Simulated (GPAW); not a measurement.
**Tellurium (P3_121, 3 atoms a cell): one start, several treatments of the self-energy**

Aim: compare treatments of exchange, screening and correlation for the gap of Tellurium (P3_121, 3 atoms a cell).

Main program and level: GPAW 26.7.0; PBE and many-body steps on it, plane waves.

The database entry behind the starting cell differs from later determinations by our own check (inner coordinate of an old entry), so it need not match the best structure at ambient conditions.

## Step 1: Starting point

Symmetry: P3_121, No. 152, trigonal system. The conventional cell has a = 4.454 Å, b = 4.454 Å, c = 5.924 Å, α = 90.00°, β = 90.00°, γ = 120.00°. Te has 2 Te at 2.86 Å nearest.

Coordinates:

```
Te
1.0
     4.45400    0.00000    0.00000
    -2.22700    3.85728    0.00000
     0.00000    0.00000    5.92400
Te
3
Direct
  0.26900 0.00000 0.33333
  0.00000 0.26900 0.66667
  0.73100 0.73100 0.00000
```

The cell and positions come from the Crystallography Open Database and are kept as given unless a step says otherwise. Spin-orbit coupling is left out unless a step names it.

## Step 2: Empty states on the mesh, 3×3×4 mesh, 131 bands

This step: GPAW 26.7.0; DFT, PBE, plane waves, PAW.

The sums over transitions need many empty states on a uniform mesh; this step solves for them.

Input file run.py:

```python
import json
import numpy as np
from gpaw.mpi import world
from gpaw import GPAW

calc = GPAW('gs.gpw').fixed_density(kpts={'size': (3, 3, 4), 'gamma': True},
    nbands=152,
    convergence={'bands': 131},
    txt='nscf.txt')
calc.write('full.gpw', mode='all')
res = {}
kpts = calc.get_ibz_k_points()
res['kpts'] = kpts
res['eigenvalues'] = [calc.get_eigenvalues(kpt=k) for k in range(len(kpts))]
res['n_electrons'] = calc.get_number_of_electrons()

if world.rank == 0:
    with open('result.json', 'w') as f:
        json.dump(res, f, default=lambda x: x.tolist())
```

Command:

```bash
> mpirun -n 4 gpaw python run.py
```

Numbers of over 12 decimals in the logs are rounded to 6 here.

What it wrote:

```text
Diagonalizing LCAO Hamiltonian
Converting LCAO to pw mode
convergence criteria:
- Maximum integral of absolute [eigenst]ate change: 4e-08 eV^2 / valence electron
maximum number of iterations: 100

SCF iterations
|iter     |     time |      energy | eigst |  dens |
|iter:   1|  |             | +4.29 |       |
|iter:   2|  |             | +3.13 |       |
|iter:   3|  |             | +2.06 |       |
[...]
|iter:  14|  |             | -6.69 |       |
|iter:  15|  |             | -7.06 |       |
|iter:  16|  |             | -7.40c|       |
SCF steps: 16
  __  _  _
 | _ |_)|_||  |
 |__||  | ||/\| - 26.7.0

Input parameters:
  mode=PW(ecut=450.000000),
  convergence={'bands': 131},
  gpts=array([24, 24, 30]),
  kpts=MonkhorstPack(size=(3, 3, 4), gamma=True),
  maxiter=100,
  nbands=152,
  occupations=Occupations(name='fermi-dirac', width=0.001, fixmagmom=False),
  parallel={},
  xc=XC(name='PBE')
# Writing to full.gpw (mode='all')
  [... matrices ...]

timing:  # [seconds]
  Total: 0.083  # ━━━━━━━━━━━━━━━━━━━━━━━━━━━━━━━━━━━━━━━━━━━━━━━━━━━━━━━━━━━
```

It took 41 s on 4 MPI ranks of Intel Xeon Platinum 8259CL at 2.50GHz (Skylake/Cascade Lake), shared host; peak memory 0.83 GiB.

Numbers from this step:

* gap: 0.1680 eV
* k of the valence top: 0.3333, 0.3333, 0.5
* k of the conduction bottom: 0.3333, 0.3333, 0.5
* least direct gap: 0.1680 eV
* k points computed: 14
* lowest point of the top converged band, above the valence top: 55.4345 eV

On this mesh the gap is 0.168 eV.

## Step 3: G0W0, Godby-Needs plasmon pole

Now the one-shot GW correction: screening in the RPA, then the self-energy of the levels asked for.

This step: G0W0 with a vertex from the rALDA kernel on PBE, plane waves, PAW.

Input file run.py:

```python
import json
import numpy as np
from gpaw.mpi import world
from gpaw.response.g0w0 import G0W0

gw = G0W0('full.gpw',
    filename='gw',
    kpts=[0, 13],
    bands=(7, 11),
    ecut=65,
    nbands=121,
    integrate_gamma='WS',
    ppa=True,
    xc='rALDA',
    fxc_mode=None,
    fxc_modes=['GWP', 'GWS', 'GWG'],
    do_GW_too=True)
gw.calculate()
res = {mode: {k: v for k, v in r.items() if k != 'sigma_eskwn'}
       for mode, r in gw.all_results.items()}

if world.rank == 0:
    with open('result.json', 'w') as f:
        json.dump(res, f, default=lambda x: x.tolist())
```

Command:

```bash
> mpirun -n 4 gpaw python run.py
```

What it wrote:

```text
Using integrator: PointIntegrator
FrequencyGridDescriptor(from 0.000+0.000j to 0.000+27.211j eV, 2 points)
Nonperiodic BCs:  [False False False]
Using integrator: PointIntegrator
FrequencyGridDescriptor(from 0.000+0.000j to 0.000+27.211j eV, 2 points)
Nonperiodic BCs:  [False False False]
  ___  _ _ _
 |   || | | |
 | | || | | |
 |__ ||_____|
 |___|

BZ k-points: Symmetries present (total): 2

  [... matrices ...]
36 k-points: 3 x 3 x 4 Monkhorst-Pack grid + [0.000000,0.000000,1/8]
14 k-points in the irreducible part of the Brillouin zone
       k-points in crystal coordinates                weights
   0:     0.00000000    0.00000000    0.00000000          1/36
   1:     0.00000000    0.00000000    0.25000000          2/36
   2:     0.00000000    0.00000000    0.50000000          1/36
   3:     0.33333333   -0.33333333   -0.25000000          2/36
   4:     0.33333333   -0.33333333    0.00000000          2/36
   5:     0.33333333   -0.33333333    0.25000000          2/36
   6:     0.33333333   -0.33333333    0.50000000          2/36
   7:     0.33333333    0.00000000   -0.25000000          4/36
   8:     0.33333333    0.00000000    0.00000000          4/36
   9:     0.33333333    0.00000000    0.25000000          4/36
          ...
  13:     0.33333333    0.33333333    0.50000000          2/36

Distributing spins, k-points and bands (1 x 2 x 4) over 4 processes
Number of blocks: 1

Quasi particle states:
k-points (IBZ indices): [0, 13]
Band range: (7, 11)
  [... matrices ...]
Computational parameters:
Plane wave cut-off: 65 eV
Number of bands: 121
Coulomb cutoff: None
Broadening: 0.1 eV

fxc modes: GW, GWG, GWP, GWS
Kernel: rALDA
Using Godby-Needs plasmon-pole approximation:
  Fitting energy: i*E0, E0 = 1.000 Hartree
Summing all q:

Calculating screened Coulomb potential
No Coulomb truncation
FrequencyGridDescriptor(from 0.000+0.000j to 0.000+27.211j eV, 2 points)
Removing empty qpoint cache files...

Calculating chi0 body with:
    Ground state adapter containing:
    Number of spins: 1
    Number of kpoints: 36
    Number of irreducible kpoints: 14
    Number of completely occupied states: 9
    Number of partially occupied states: 9
    Occupied states memory: 2.373046875 M / cpu

    Linear response parametrization:
    q_c: [0.0, 0.0, 0.0]
    Number of frequency points: 2
    Planewave cutoff: 65.0
    Number of bands: 121
    Number of planewaves: 109
    Broadening (eta): 1e-06
    comm.size: 4
    kncomm.size: 4
    blockcomm.size: 1

    Memory estimate of potentially large arrays:
        chi0_wGG: 0.362579 M / cpu
Integrating chi0 body.

Symmetries of q_c:
    Direct symmetries (Uq -> q): 2
    Indirect symmetries (TUq -> q): 2
In total 4 allowed symmetries.

  [... matrices ...]
14 groups of equivalent kpoints. 61.111111% reduction.

Integral kind: response function
Integrating chi0 head and wings.

Symmetries of q_c:
    Direct symmetries (Uq -> q): 2
    Indirect symmetries (TUq -> q): 2
In total 4 allowed symmetries.

  [... matrices ...]
14 groups of equivalent kpoints. 61.111111% reduction.

Integral kind: response function wings
Calculating rALDA kernel at 65.0 eV cutoff
q point 0 complete
q point 1 complete
q point 2 complete
q point 3 complete
q point 4 complete
q point 5 complete
[...]
q point 11 complete
q point 12 complete
q point 13 complete

[... the further q-points ...]

Results:
f:      Occupation numbers
eps:     KS-eigenvalues [eV]
vxc:     KS vxc [eV]
exx:     Exact exchange [eV]
sigma:   Self-energies [eV]
dsigma:  Self-energy derivatives
Z:       Renormalization factors
qp:      QP-energies [eV]

k-point 0 (0): (0.000, 0.000, 0.000)                GWP
band       f     eps     vxc     exx   sigma  dsigma       Z      qp
                                                                  GWP
   7   1.000   4.051 -13.145 -15.093   1.782  -0.330   0.752   3.927
   8   1.000   4.879 -13.491 -15.301   1.665  -0.325   0.755   4.769
   9   0.000   6.732 -14.235 -10.794  -3.113  -0.318   0.759   6.980
  10   0.000   6.732 -14.235 -10.794  -3.113  -0.318   0.759   6.980
                                                                  GWS
   7   1.000   4.051 -13.145 -15.093   2.145  -0.288   0.777   4.205
   8   1.000   4.879 -13.491 -15.301   2.041  -0.284   0.779   5.059
[...]
GWG
[...]
GW
[...]
k-point 1 (13): (0.333, 0.333, 0.500)                GWP
band       f     eps     vxc     exx   sigma  dsigma       Z      qp
                                                                  GWP
[...]
GWS
[...]
GWG
[...]
GW
[...]
8   1.000   5.729 -14.500 -15.214   0.821  -0.291   0.774   5.811
   9   0.000   5.897 -13.883 -10.785  -2.715  -0.287   0.777   6.195
  10   0.000   7.057 -13.855 -10.519  -2.968  -0.292   0.774   7.341
```

The job ended after 6.2 min (4 MPI ranks; peak memory 3.6 GiB; 25 min of CPU time).

Numbers from this step:

```yaml
gap_with_the_vertex_in_the_polarisability: 0.3681 eV
gap_with_the_vertex_in_the_self_energy: 0.4069 eV
gap_with_the_vertex_in_both: 0.3884 eV
g0w0_gap_on_the_points_computed: 0.3831 eV
least_direct_g0w0_gap_on_the_computed_points: 0.3831 eV
z_at_the_valence_top: 0.7743
z_at_the_conduction_bottom: 0.7769
starting_gap_on_the_mesh: 0.1680 eV
k_of_the_valence_top: 0.3333, 0.3333, 0.5
k_of_the_conduction_bottom: 0.3333, 0.3333, 0.5
```

The gap on the mesh goes from 0.17 eV to 0.38 eV, a correction of +0.22 eV.

## Step 4: G0W0 with rALDA vertex

run.py, as its differences from that of step 3:

```diff
@@ -9,4 +9,4 @@
     bands=(7, 11),
-    ecut=65,
-    nbands=121,
+    ecut=39,
+    nbands=56,
     integrate_gamma='WS',
@@ -14,5 +14,3 @@
     xc='rALDA',
-    fxc_mode=None,
-    fxc_modes=['GWP', 'GWS', 'GWG'],
-    do_GW_too=True)
+    fxc_mode='GWG')
 gw.calculate()
```

Command:

```bash
> mpirun -n 4 gpaw python run.py
```

What it wrote:

```text
Using integrator: PointIntegrator
FrequencyGridDescriptor(from 0.000+0.000j to 0.000+27.211j eV, 2 points)
Nonperiodic BCs:  [False False False]
Using integrator: PointIntegrator
FrequencyGridDescriptor(from 0.000+0.000j to 0.000+27.211j eV, 2 points)
Nonperiodic BCs:  [False False False]
  ___  _ _ _
 |   || | | |
 | | || | | |
 |__ ||_____|
 |___|

BZ k-points: Symmetries present (total): 2

  [... matrices ...]
36 k-points: 3 x 3 x 4 Monkhorst-Pack grid + [0.000000,0.000000,1/8]
14 k-points in the irreducible part of the Brillouin zone
       k-points in crystal coordinates                weights
   0:     0.00000000    0.00000000    0.00000000          1/36
   1:     0.00000000    0.00000000    0.25000000          2/36
   2:     0.00000000    0.00000000    0.50000000          1/36
[...]
9:     0.33333333    0.00000000    0.25000000          4/36
          ...
  13:     0.33333333    0.33333333    0.50000000          2/36

Distributing spins, k-points and bands (1 x 2 x 4) over 4 processes
Number of blocks: 1

Quasi particle states:
k-points (IBZ indices): [0, 13]
Band range: (7, 11)
  [... matrices ...]
Computational parameters:
Plane wave cut-off: 39 eV
Number of bands: 56
Coulomb cutoff: None
Broadening: 0.1 eV

fxc modes: GWG
Kernel: rALDA
Using Godby-Needs plasmon-pole approximation:
  Fitting energy: i*E0, E0 = 1.000 Hartree
Summing all q:

Calculating screened Coulomb potential
No Coulomb truncation
FrequencyGridDescriptor(from 0.000+0.000j to 0.000+27.211j eV, 2 points)
Removing empty qpoint cache files...

Calculating chi0 body with:
    Ground state adapter containing:
    Number of spins: 1
    Number of kpoints: 36
    Number of irreducible kpoints: 14
    Number of completely occupied states: 9
    Number of partially occupied states: 9
    Occupied states memory: 2.373046875 M / cpu

    Linear response parametrization:
    q_c: [0.0, 0.0, 0.0]
    Number of frequency points: 2
    Planewave cutoff: 39.0
    Number of bands: 56
    Number of planewaves: 55
    Broadening (eta): 1e-06
    comm.size: 4
    kncomm.size: 4
    blockcomm.size: 1

    Memory estimate of potentially large arrays:
        chi0_wGG: 0.092316 M / cpu
Integrating chi0 body.

Symmetries of q_c:
    Direct symmetries (Uq -> q): 2
    Indirect symmetries (TUq -> q): 2
In total 4 allowed symmetries.

  [... matrices ...]
14 groups of equivalent kpoints. 61.111111% reduction.

Integral kind: response function
Integrating chi0 head and wings.

Symmetries of q_c:
    Direct symmetries (Uq -> q): 2
    Indirect symmetries (TUq -> q): 2
In total 4 allowed symmetries.

  [... matrices ...]
14 groups of equivalent kpoints. 61.111111% reduction.

Integral kind: response function wings
Calculating rALDA kernel at 39.0 eV cutoff
q point 0 complete
q point 1 complete
q point 2 complete
[...]
q point 12 complete
q point 13 complete

[... the further q-points ...]

Results:
f:      Occupation numbers
eps:     KS-eigenvalues [eV]
vxc:     KS vxc [eV]
exx:     Exact exchange [eV]
sigma:   Self-energies [eV]
dsigma:  Self-energy derivatives
Z:       Renormalization factors
qp:      QP-energies [eV]

k-point 0 (0): (0.000, 0.000, 0.000)                GWG
band       f     eps     vxc     exx   sigma  dsigma       Z      qp
                                                                  GWG
   7   1.000   4.051 -13.145 -15.093   2.337  -0.294   0.773   4.352
   8   1.000   4.879 -13.491 -15.301   2.260  -0.288   0.777   5.229
   9   0.000   6.732 -14.235 -10.794  -2.489  -0.280   0.781   7.476
[...]
k-point 1 (13): (0.333, 0.333, 0.500)                GWG
band       f     eps     vxc     exx   sigma  dsigma       Z      qp
                                                                  GWG
[...]
9   0.000   5.897 -13.883 -10.785  -2.211  -0.267   0.789   6.597
  10   0.000   7.057 -13.855 -10.519  -2.432  -0.272   0.786   7.767
```

It took 91 s on 4 MPI ranks; peak memory 2 GiB; 6 min of CPU time.

This step gave:

- quasiparticle gap on the points computed: 0.3439 eV
- least direct quasiparticle gap on the computed points: 0.3439 eV
- Z at the valence top: 0.7868
- Z at the conduction bottom: 0.7894
- starting gap on the mesh: 0.1680 eV
- k of the valence top: 0.3333, 0.3333, 0.5
- k of the conduction bottom: 0.3333, 0.3333, 0.5

Against G0W0 in GPAW (3×3×4 mesh, 121 bands, screening to 65 eV, Godby-Needs plasmon pole), the gap moves by −0.039 eV.

## Step 5: The runs together

Times are wall times on 4 MPI ranks of Intel Xeon Platinum 8259CL at 2.50GHz (Skylake/Cascade Lake), shared host, good to a factor of about two.

```
                           run   mesh  bands  screening cutoff (eV)  DFT gap (eV)  gap on the mesh (eV)  direct (eV)     time
G0W0, Godby-Needs plasmon pole  3×3×4    121                     65         0.168                 0.383        0.383  6.2 min
        G0W0 with rALDA vertex  3×3×4     56                     39         0.168                 0.344        0.344     91 s
```

## Step 6: Results

```
G0W0, Godby-Needs plasmon pole : 0.383 eV
G0W0 with rALDA vertex         : 0.344 eV
known limits                   : not at the basis limit; model gap, bands may invert with spin-orbit coupling; no spin-orbit coupling; coarse k mesh
```

G0W0 with rALDA vertex: −0.039 eV against G0W0, Godby-Needs plasmon pole, at other bands or cutoff, so not like for like. With the rALDA kernel as a vertex the gap is 0.37 eV (in the polarisability), 0.41 eV (in the self-energy) and 0.39 eV (in both), against 0.38 eV without. Bands and cutoff are finite, so the gap is not at the basis limit. The miss can reach some tenths of an eV and take either sign; the mesh is an error of its own. These stock PAW sets were not made for GW; the filled d or f shell of Te lies in the frozen core, which bears on start and correction. In the G0W0 runs levels were corrected at 2 k points alone, so a gap called «on the mesh» is the least over those, and an edge elsewhere would be missed. The 3×3×4 mesh is coarse for this cell, which bears on the long-range parts of exchange and screening. Mesh or cutoff lie under what a gap needs, so these runs test behaviour and cost; their gaps are not to be quoted. With atoms this heavy and so narrow a gap, spin-orbit coupling can invert the bands. These scalar-relativistic gaps are then model values, not to be set against experiment, and a spin-orbit change taken from DFT can't simply be added.

[Paths, hosts, dates, memory and timing lines, banners, echoed tables and standing remarks are left out of the program output.]

[Logs are printed without paths, hosts, clocks, repeated set-up lines and the standing remarks that a program may print on its own settings, such as how far it seeks lower states.]

[Runs of the session that timed out or met a known fault of the program may be left out.]

[Hosts, paths, dates, database ids (printed as entryN), source tags and the programs' standing remarks are cut or masked in the printed files.]
